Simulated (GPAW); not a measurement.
# Cd4Se3S (ordered alloy, started on the zincblende lattice) (P-43m): G0W0 on several meshes in GPAW

Aim: the GW shift of Cd4Se3S (ordered alloy, started on the zincblende lattice) (P-43m) against the k mesh.

Main program and level: GPAW 26.7.0; PBE and many-body steps on it, plane waves.

The structure was built from a prototype and need not be the compound's stable phase.

## (1) The structure

Symmetry: P-43m, No. 215, cubic system. The conventional cell has a = 6.123 Å, b = 6.123 Å, c = 6.123 Å, α = 90.00°, β = 90.00°, γ = 90.00°. Nearest to S lie 4 Cd at 2.58 Å. Cd has 1 S at 2.58 Å and 3 Se at 2.67 Å nearest. Nearest to Se lie 4 Cd at 2.67 Å. Farther neighbours and most contacts between anions are not listed.

Coordinates:

```xyz
8
Lattice="6.1227 0.0000 0.0000 0.0000 6.1227 0.0000 0.0000 0.0000 6.1227" Properties=species:S:1:pos:R:3 pbc="T T T"
S     0.0000    0.0000    0.0000
Cd    4.6310    4.6310    4.6310
Se    3.0614    3.0614    0.0000
Cd    1.4917    1.4917    4.6310
Se    3.0614    0.0000    3.0614
Cd    1.4917    4.6310    1.4917
Se    0.0000    3.0614    3.0614
Cd    4.6310    1.4917    1.4917
```

The structure was relaxed with PBE. The structure type comes from a generator and need not be one that this composition takes. The runs that relaxed it are not among those shown.

## (2) Empty states on the mesh, 2×2×2 mesh, 382 bands

This step: GPAW 26.7.0; DFT, PBE, plane waves, PAW.

The sums over transitions need many empty states on a uniform mesh; this step solves for them.

The input, run.py:

```python
import json
import numpy as np
from gpaw.mpi import world
from gpaw import GPAW

calc = GPAW('gs.gpw').fixed_density(kpts={'size': (2, 2, 2), 'gamma': True},
    parallel={'domain': 1, 'band': 1},
    txt='nscf.txt')
calc.diagonalize_full_hamiltonian(nbands=382)
calc.write('full.gpw', mode='all')
res = {}
kpts = calc.get_ibz_k_points()
res['kpts'] = kpts
res['eigenvalues'] = [calc.get_eigenvalues(kpt=k) for k in range(len(kpts))]
res['n_electrons'] = calc.get_number_of_electrons()

if world.rank == 0:
    with open('result.json', 'w') as f:
        json.dump(res, f, default=lambda x: x.tolist())
```

Command:

```bash
$ mpirun -n 4 gpaw python run.py
```

Numbers of over 12 decimals in the logs are rounded to 6 here.

What it wrote:

```text
Diagonalizing LCAO Hamiltonian
Converting LCAO to pw mode
convergence criteria:
- Maximum integral of absolute [eigenst]ate change: 4e-08 eV^2 / valence electron
maximum number of iterations: 100

SCF iterations
|iter     |     time |      energy | eigst |  dens |
|iter:   1|  |             | +0.36 |       |
|iter:   2|  |             | -0.83 |       |
|iter:   3|  |             | -1.73 |       |
[...]
|iter:  48|  |             | -5.37 |       |
|iter:  49|  |             | -5.51 |       |
[... further lines of this kind ...]
|iter:  70|  |             | -7.47c|       |
SCF steps: 70
  __  _  _
 | _ |_)|_||  |
 |__||  | ||/\| - 26.7.0

Input parameters:
  mode=PW(ecut=450.000000),
  convergence={'density': 1e-06, 'bands': -3},
  gpts=array([30, 30, 30]),
  kpts=MonkhorstPack(size=(2, 2, 2), gamma=True),
  maxiter=100,
  nbands=46,
  occupations=Occupations(name='fermi-dirac', width=0.001, fixmagmom=False),
  parallel={'domain': 1, 'band': 1},
  xc=XC(name='PBE')
Matrix size: 4945x4945
# Writing to full.gpw (mode='all')
  [... matrices ...]

timing:  # [seconds]
  Total: 90.245  # ━━━━━━━━━━━━━━━━━━━━━━━━━━━━━━━━━━━━━━━━━━━━━━━━━━━━━━━━━━
```

Run time: 1.9 min. Hardware: 4 MPI ranks of Arm Neoverse V2, shared host; peak memory 6.8 GiB; 7.5 min of CPU time.

Numbers from this step:

```yaml
gap: 0.5959 eV
k_of_the_valence_top: 0, 0, 0
k_of_the_conduction_bottom: 0, 0, 0
least_direct_gap: 0.5959 eV
k_points_computed: 4
lowest_point_of_the_top_converged_band_above_the_valence_top: 68.0103 eV
```

On this mesh the gap is 0.596 eV.

## (3) 2×2×2

G0W0 replaces the xc potential by the self-energy, built once from these orbitals. Only a window of levels is corrected, while the sums run over the empty bands that the input names.

This step: G0W0 on PBE, plane waves, PAW.

The input, run.py:

```python
import json
import numpy as np
from gpaw.mpi import world
from gpaw.response.g0w0 import G0W0

gw = G0W0('full.gpw',
    filename='gw',
    kpts=[0],
    bands=(34, 38),
    ecut=24,
    nbands=61,
    integrate_gamma='WS',
    ppa=True)
gw.calculate()
res = {mode: {k: v for k, v in r.items() if k != 'sigma_eskwn'}
       for mode, r in gw.all_results.items()}

if world.rank == 0:
    with open('result.json', 'w') as f:
        json.dump(res, f, default=lambda x: x.tolist())
```

Command:

```bash
$ mpirun -n 4 gpaw python run.py
```

What it wrote:

```text
Using integrator: PointIntegrator
FrequencyGridDescriptor(from 0.000+0.000j to 0.000+27.211j eV, 2 points)
Nonperiodic BCs:  [False False False]
Using integrator: PointIntegrator
FrequencyGridDescriptor(from 0.000+0.000j to 0.000+27.211j eV, 2 points)
Nonperiodic BCs:  [False False False]
  ___  _ _ _
 |   || | | |
 | | || | | |
 |__ ||_____|
 |___|

BZ k-points: Symmetries present (total): 24

  [... matrices ...]
8 k-points: 2 x 2 x 2 Monkhorst-Pack grid + [1/4,1/4,1/4]
4 k-points in the irreducible part of the Brillouin zone
       k-points in crystal coordinates                weights
   0:     0.00000000    0.00000000    0.00000000          1/8
   1:     0.50000000    0.00000000    0.00000000          3/8
   2:     0.50000000    0.50000000    0.00000000          3/8
   3:     0.50000000    0.50000000    0.50000000          1/8

Distributing spins, k-points and bands (1 x 1 x 4) over 4 processes
Number of blocks: 1

Quasi particle states:
k-points (IBZ indices): [0]
Band range: (34, 38)
  [... matrices ...]
Computational parameters:
Plane wave cut-off: 24 eV
Number of bands: 61
Coulomb cutoff: None
Broadening: 0.1 eV

fxc modes: GW
Kernel: RPA
Using Godby-Needs plasmon-pole approximation:
  Fitting energy: i*E0, E0 = 1.000 Hartree
Summing all q:

Calculating screened Coulomb potential
No Coulomb truncation
FrequencyGridDescriptor(from 0.000+0.000j to 0.000+27.211j eV, 2 points)
Removing empty qpoint cache files...

Calculating chi0 body with:
    Ground state adapter containing:
    Number of spins: 1
    Number of kpoints: 8
    Number of irreducible kpoints: 4
    Number of completely occupied states: 36
    Number of partially occupied states: 36
    Occupied states memory: 14.83154296875 M / cpu

    Linear response parametrization:
    q_c: [0.0, 0.0, 0.0]
    Number of frequency points: 2
    Planewave cutoff: 24.0
    Number of bands: 61
    Number of planewaves: 57
    Broadening (eta): 1e-06
    comm.size: 4
    kncomm.size: 4
    blockcomm.size: 1

    Memory estimate of potentially large arrays:
        chi0_wGG: 0.099152 M / cpu
Integrating chi0 body.

Symmetries of q_c:
    Direct symmetries (Uq -> q): 24
    Indirect symmetries (TUq -> q): 24
In total 48 allowed symmetries.

  [... matrices ...]
4 groups of equivalent kpoints. 50.0% reduction.

Integral kind: response function
Integrating chi0 head and wings.

Symmetries of q_c:
    Direct symmetries (Uq -> q): 24
    Indirect symmetries (TUq -> q): 24
In total 48 allowed symmetries.

  [... matrices ...]
4 groups of equivalent kpoints. 50.0% reduction.

Integral kind: response function wings

Calculating chi0 body with:
    Ground state adapter containing:
    Number of spins: 1
    Number of kpoints: 8
    Number of irreducible kpoints: 4
    Number of completely occupied states: 36
    Number of partially occupied states: 36
    Occupied states memory: 14.83154296875 M / cpu

    Linear response parametrization:
[... the further q-points ...]

Results:
f:      Occupation numbers
eps:     KS-eigenvalues [eV]
vxc:     KS vxc [eV]
exx:     Exact exchange [eV]
sigma:   Self-energies [eV]
dsigma:  Self-energy derivatives
Z:       Renormalization factors
qp:      QP-energies [eV]

k-point 0 (0): (0.000, 0.000, 0.000)                GW
band       f     eps     vxc     exx   sigma  dsigma       Z      qp
                                                                   GW
  34   1.000   3.121 -17.173 -19.778   3.050  -0.272   0.786   3.471
  35   1.000   3.121 -17.173 -19.778   3.050  -0.271   0.786   3.471
  36   0.000   3.717 -12.483  -8.758  -2.342  -0.235   0.810   4.837
  37   0.000   6.319  -9.596  -6.008  -2.601  -0.225   0.816   7.125
```

The job ended after 7.3 s (4 MPI ranks; peak memory 1.4 GiB).

Numbers from this step:

```
G0W0 gap on the points computed              : 1.367 eV
least direct G0W0 gap on the computed points : 1.367 eV
Z at the valence top                         : 0.7865
Z at the conduction bottom                   : 0.8100
starting gap on the mesh                     : 0.5959 eV
k of the valence top                         : 0, 0, 0
k of the conduction bottom                   : 0, 0, 0
```

The gap on the mesh goes from 0.60 eV to 1.37 eV, a correction of +0.77 eV.

## (4) Empty states on the mesh, 4×4×4 mesh, 71 bands

This step: DFT, PBE, plane waves, PAW.

The input, run.py:

```python
import json
import numpy as np
from gpaw.mpi import world
from gpaw import GPAW

calc = GPAW('gs.gpw').fixed_density(kpts={'size': (4, 4, 4), 'gamma': True},
    nbands=82,
    convergence={'bands': 71},
    txt='nscf.txt')
calc.write('full.gpw', mode='all')
res = {}
kpts = calc.get_ibz_k_points()
res['kpts'] = kpts
res['eigenvalues'] = [calc.get_eigenvalues(kpt=k) for k in range(len(kpts))]
res['n_electrons'] = calc.get_number_of_electrons()

if world.rank == 0:
    with open('result.json', 'w') as f:
        json.dump(res, f, default=lambda x: x.tolist())
```

Command:

```bash
$ mpirun -n 4 gpaw python run.py
```

What it wrote:

```text
Diagonalizing LCAO Hamiltonian
Converting LCAO to pw mode
convergence criteria:
- Maximum integral of absolute [eigenst]ate change: 4e-08 eV^2 / valence electron
maximum number of iterations: 100

SCF iterations
|iter     |     time |      energy | eigst |  dens |
|iter:   1|  |             | +2.72 |       |
|iter:   2|  |             | +1.51 |       |
|iter:   3|  |             | +0.84 |       |
[...]
|iter:  12|  |             | -6.50 |       |
|iter:  13|  |             | -7.24 |       |
|iter:  14|  |             | -7.61c|       |
SCF steps: 14
  __  _  _
 | _ |_)|_||  |
 |__||  | ||/\| - 26.7.0

Input parameters:
  mode=PW(ecut=450.000000),
  convergence={'bands': 71},
  gpts=array([30, 30, 30]),
  kpts=MonkhorstPack(size=(4, 4, 4), gamma=True),
  maxiter=100,
  nbands=82,
  occupations=Occupations(name='fermi-dirac', width=0.001, fixmagmom=False),
  parallel={},
  xc=XC(name='PBE')
# Writing to full.gpw (mode='all')
  [... matrices ...]

timing:  # [seconds]
  Total: 0.074  # ━━━━━━━━━━━━━━━━━━━━━━━━━━━━━━━━━━━━━━━━━━━━━━━━━━━━━━━━━━━
```

The job ended after 24 s (4 MPI ranks; peak memory 0.86 GiB).

Numbers from this step:

* gap: 0.5959 eV
* k of the valence top: 0, 0, 0
* k of the conduction bottom: 0, 0, 0
* least direct gap: 0.5959 eV
* k points computed: 10
* lowest point of the top converged band, above the valence top: 13.41 eV

On this mesh the gap is 0.596 eV.

## (5) 4×4×4

This step: G0W0 on PBE, plane waves, PAW.

The input, run.py:

```python
import json
import numpy as np
from gpaw.mpi import world
from gpaw.response.g0w0 import G0W0

gw = G0W0('full.gpw',
    filename='gw',
    kpts=[0],
    bands=(34, 38),
    ecut=24,
    nbands=61,
    integrate_gamma='WS',
    ppa=True)
gw.calculate()
res = {mode: {k: v for k, v in r.items() if k != 'sigma_eskwn'}
       for mode, r in gw.all_results.items()}

if world.rank == 0:
    with open('result.json', 'w') as f:
        json.dump(res, f, default=lambda x: x.tolist())
```

Command:

```bash
$ mpirun -n 4 gpaw python run.py
```

What it wrote:

```text
Using integrator: PointIntegrator
FrequencyGridDescriptor(from 0.000+0.000j to 0.000+27.211j eV, 2 points)
Nonperiodic BCs:  [False False False]
Using integrator: PointIntegrator
FrequencyGridDescriptor(from 0.000+0.000j to 0.000+27.211j eV, 2 points)
Nonperiodic BCs:  [False False False]
  ___  _ _ _
 |   || | | |
 | | || | | |
 |__ ||_____|
 |___|

BZ k-points: Symmetries present (total): 24

  [... matrices ...]
64 k-points: 4 x 4 x 4 Monkhorst-Pack grid + [1/8,1/8,1/8]
10 k-points in the irreducible part of the Brillouin zone
       k-points in crystal coordinates                weights
   0:     0.00000000    0.00000000    0.00000000          1/64
   1:     0.25000000    0.00000000    0.00000000          6/64
   2:     0.25000000    0.25000000    0.00000000         12/64
[...]
8:     0.50000000    0.50000000    0.25000000          6/64
   9:     0.50000000    0.50000000    0.50000000          1/64

Distributing spins, k-points and bands (1 x 1 x 4) over 4 processes
Number of blocks: 1

Quasi particle states:
k-points (IBZ indices): [0]
Band range: (34, 38)
  [... matrices ...]
Computational parameters:
Plane wave cut-off: 24 eV
Number of bands: 61
Coulomb cutoff: None
Broadening: 0.1 eV

fxc modes: GW
Kernel: RPA
Using Godby-Needs plasmon-pole approximation:
  Fitting energy: i*E0, E0 = 1.000 Hartree
Summing all q:

Calculating screened Coulomb potential
No Coulomb truncation
FrequencyGridDescriptor(from 0.000+0.000j to 0.000+27.211j eV, 2 points)
Removing empty qpoint cache files...

Calculating chi0 body with:
    Ground state adapter containing:
    Number of spins: 1
    Number of kpoints: 64
    Number of irreducible kpoints: 10
    Number of completely occupied states: 36
    Number of partially occupied states: 36
    Occupied states memory: 14.83154296875 M / cpu

    Linear response parametrization:
    q_c: [0.0, 0.0, 0.0]
    Number of frequency points: 2
    Planewave cutoff: 24.0
    Number of bands: 61
    Number of planewaves: 57
    Broadening (eta): 1e-06
    comm.size: 4
    kncomm.size: 4
    blockcomm.size: 1

    Memory estimate of potentially large arrays:
        chi0_wGG: 0.099152 M / cpu
Integrating chi0 body.

Symmetries of q_c:
    Direct symmetries (Uq -> q): 24
    Indirect symmetries (TUq -> q): 24
In total 48 allowed symmetries.

  [... matrices ...]
10 groups of equivalent kpoints. 84.375% reduction.

Integral kind: response function
Integrating chi0 head and wings.

Symmetries of q_c:
    Direct symmetries (Uq -> q): 24
    Indirect symmetries (TUq -> q): 24
In total 48 allowed symmetries.

  [... matrices ...]
10 groups of equivalent kpoints. 84.375% reduction.

Integral kind: response function wings

Calculating chi0 body with:
    Ground state adapter containing:
    Number of spins: 1
    Number of kpoints: 64
    Number of irreducible kpoints: 10
    Number of completely occupied states: 36
    Number of partially occupied states: 36
    Occupied states memory: 14.83154296875 M / cpu

[... the further q-points ...]

Results:
f:      Occupation numbers
eps:     KS-eigenvalues [eV]
vxc:     KS vxc [eV]
exx:     Exact exchange [eV]
sigma:   Self-energies [eV]
dsigma:  Self-energy derivatives
Z:       Renormalization factors
qp:      QP-energies [eV]

k-point 0 (0): (0.000, 0.000, 0.000)                GW
band       f     eps     vxc     exx   sigma  dsigma       Z      qp
                                                                   GW
  34   1.000   3.121 -17.173 -19.593   2.796  -0.265   0.790   3.418
  35   1.000   3.121 -17.173 -19.593   2.796  -0.265   0.790   3.418
  36   0.000   3.717 -12.483  -9.203  -1.839  -0.222   0.819   4.897
  37   0.000   6.319  -9.596  -6.049  -2.454  -0.216   0.823   7.218
```

It took 39 s on 4 MPI ranks; peak memory 2.5 GiB.

This step gave:

| Item | Value |
| --- | --- |
| G0W0 gap on the points computed | 1.479 eV |
| least direct G0W0 gap on the computed points | 1.479 eV |
| Z at the valence top | 0.7904 |
| Z at the conduction bottom | 0.8187 |
| starting gap on the mesh | 0.5959 eV |
| k of the valence top | 0, 0, 0 |
| k of the conduction bottom | 0, 0, 0 |

Against G0W0 in GPAW (2×2×2 mesh, 61 bands, screening to 24 eV, Godby-Needs plasmon pole), the gap moves by +0.112 eV.

## (6) The runs together

Times are wall times on 4 MPI ranks of Arm Neoverse V2, shared host, good to a factor of about two.

```csv
run,mesh,bands,screening cutoff (eV),DFT gap (eV),gap on the mesh (eV),direct (eV),time
2×2×2,2×2×2,61,24,0.596,1.367,1.367,7.3 s
4×4×4,4×4×4,61,24,0.596,1.479,1.479,39 s
```

## (7) What came out

- 2×2×2: 1.367 eV
- 4×4×4: 1.479 eV
- known limits: not at the basis limit; no spin-orbit coupling; coarse k mesh

What this shows: 4×4×4: +0.112 eV against 2×2×2. Bands and cutoff are finite, so the gap is not at the basis limit. The miss can reach some tenths of an eV and take either sign; the mesh is an error of its own. These stock PAW sets were not made for GW; the filled d or f shell of Se lies in the frozen core, which bears on start and correction. In the G0W0 runs levels were corrected at 1 k point alone, so a gap called «on the mesh» is the least over those, and an edge elsewhere would be missed. The 2×2×2 mesh is coarse for this cell, which bears on the long-range parts of exchange and screening. Mesh or cutoff lie under what a gap needs, so these runs test behaviour and cost; their gaps are not to be quoted. The many-body steps are scalar-relativistic: spin-orbit coupling is not in them.

[Paths, hosts, dates, memory and timing lines, banners, echoed tables and standing remarks are left out of the program output.]

[Logs are printed without paths, hosts, clocks, repeated set-up lines and the standing remarks that a program may print on its own settings, such as how far it seeks lower states.]

[Runs of the session that timed out or met a known fault of the program may be left out.]

[Hosts, paths, dates, database ids (printed as entryN), source tags and the programs' standing remarks are cut or masked in the printed files.]
